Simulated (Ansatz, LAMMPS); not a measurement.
# Amorphous Si0.875Ge0.125 (72 atoms): relaxation and levels of theory

Which bonds does the relaxation leave, and how do the Kohn-Sham gap, forces and pressure change with functional?

Calculated with Ansatz 0.2.0: Kohn-Sham DFT, PBE, PAW (set soft_2), plane waves; cutoff 420 eV, Γ point, fermi-dirac smearing of 0.025 eV.

In doubt: a hybrid run on one k-point (Ansatz), which bears on gaps, levels and energies.

**The cell**

Density at the start: 2.69 g/cm³. The cell holds 72 atoms: 63 Si and 9 Ge. Its edges and angles: a = 11.442 Å, b = 11.442 Å, c = 11.442 Å, α = 90.0°, β = 90.0°, γ = 90.0°. 72 atoms (63 Si, 9 Ge) placed at random at 2.69 g/cm³, melted at 3500 K for 10 ps at fixed volume with the Tersoff potential (Tersoff, Phys. Rev. B 39, 5566 (1989)). Quenched from 3500 K to 300 K at 20 K/ps and fixed volume, annealed at 800 K for 20 ps, held 5 ps, then minimised at fixed cell.

Cell and atoms were relaxed with PBE. The walk converged after 31 steps by the program's count, with a largest force component of 0.00884 eV/Å; it began at an r.m.s. force component of 0.23 eV/Å. The edges went from 11.442, 11.442, 11.442 to 11.667, 10.850, 11.835 Å, and the volume from 20.805 to 20.785 Å³ an atom (-0.1 %).

The input of the reference single point:

```yaml
crystal:
  lattice:
    - [11.66567, -0.09113, -0.12786]
    - [-0.09113, 10.84753, 0.21233]
    - [-0.12786, 0.21233, 11.83256]
  atoms:
    - { symbol: Si, position: [0.05385, 0.81946, 0.60877] }
    - { symbol: Si, position: [0.16998, 0.26912, 0.22765] }
    - { symbol: Si, position: [0.91124, 0.44137, 0.35073] }
    - { symbol: Si, position: [0.27326, 0.32108, 0.05265] }
    [... 66 atom lines left out ...]
    - { symbol: Ge, position: [0.82372, 0.60598, 0.99869] }
    - { symbol: Ge, position: [0.64479, 0.17564, 0.59346] }
kpoints:
  mp_grid: { grid: [1, 1, 1] }
hamiltonian:
  xc: pbe
scf:
  occupations: { method: fermi_dirac, width: 0.025 }
output:
  forces: true
  stress: true
  populations: true
  dos:
    method: { smearing: { sigma: 0.08 } }
    de: 0.05
    projected: { site_lists: { Ge: [Ge], Si: [Si] } }
  eigenvalues: true
  write_density: true
  write_potential: true
  volumetric_format: npy
```

**Bonds after relaxation**

Bonds by pair of elements; cutoffs follow the first minimum of g(r), held within bounds set by covalent radii, and pairs that aren't listed don't count as bonded:

| pair A-B | cutoff (Å) | bonds | mean length (Å) | spread (Å) | shortest (Å) | B about A | A about B |
| --- | --- | --- | --- | --- | --- | --- | --- |
| Si-Si | 2.88 | 115 | 2.40 | 0.081 | 2.27 | 3.65 | 3.65 |
| Si-Ge | 3.08 | 31 | 2.49 | 0.114 | 2.37 | 0.492 | 3.44 |
| Ge-Ge | 2.98 | 2 | 2.59 | 0.009 | 2.58 | 0.444 | 0.444 |

How many atoms have how many bonded neighbours:

| element | mean | 3 | 4 | 5 | 6 |
| --- | --- | --- | --- | --- | --- |
| Ge | 3.89 | 1 | 8 | 0 | 0 |
| Si | 4.14 | 0 | 55 | 7 | 1 |

**Levels of theory**

Single points at the relaxed geometry:

| functional | k-mesh | Kohn-Sham gap (eV) | pressure (GPa) | r.m.s. force component (eV/Å) | SCF cycles | time |
| --- | --- | --- | --- | --- | --- | --- |
| PBE | 1×1×1 | 0.462 | 0.01 | 0.002 | 10 | 15 s |
| HSE06 | 1×1×1 | 0.730 | -1.70 | 0.055 | 28 | 4.2 min |
| r2SCAN | 1×1×1 | 0.506 | -1.32 | 0.063 | 9 | 46 s |
| PBEsol | 1×1×1 | 0.447 | -1.96 | 0.022 | 10 | 14 s |

The gap is that between the highest filled and lowest empty Kohn-Sham level on the run's k-points. Cutoffs: 420 eV for PBE, HSE06 and PBEsol; 500 eV for r2SCAN. Times come from shared hosts and are rough.

**Findings**

By these cutoffs 89 % of Ge atoms have 4 and 87 % of Si atoms have 4 neighbours. The Kohn-Sham gap is 0.46 eV with PBE on the 1×1×1 mesh. On the 1×1×1 mesh HSE06 changes the gap by +0.27 eV against PBE. On the reference's mesh the gap changes with r2SCAN by +0.04 eV and PBEsol by -0.02 eV. Against the reference the pressure changes with HSE06 by -1.7 GPa, r2SCAN by -1.3 GPa and PBEsol by -2.0 GPa; a negative change means a smaller volume than PBE would take.

Limits: All single points share the geometry relaxed with PBE. One sample; tail or defect levels can set the gap of a disordered cell. The quench rate of 20 K/ps is many orders above laboratory rates, so the cell is likely richer in defects and strain than a real sample. The network of bonds at the start is that of the classical potential that made the cell, and needn't be the one that DFT or experiment would give. In some runs the program notes that the gap may close elsewhere in the zone, the exchange threshold is loose for the stress and the SCF threshold is loose for the stress. Spin–orbit coupling is left out; it splits the top valence bands of compounds with Ge, As, Se, Sb or Te and narrows their gaps.

[Logs are printed without paths, hosts, clocks, repeated set-up lines and the standing remarks that a program may print on its own settings, such as how far it seeks lower states.]

[Hosts, paths, dates, database ids (printed as entryN), source tags and the programs' standing remarks are cut or masked in the printed files.]
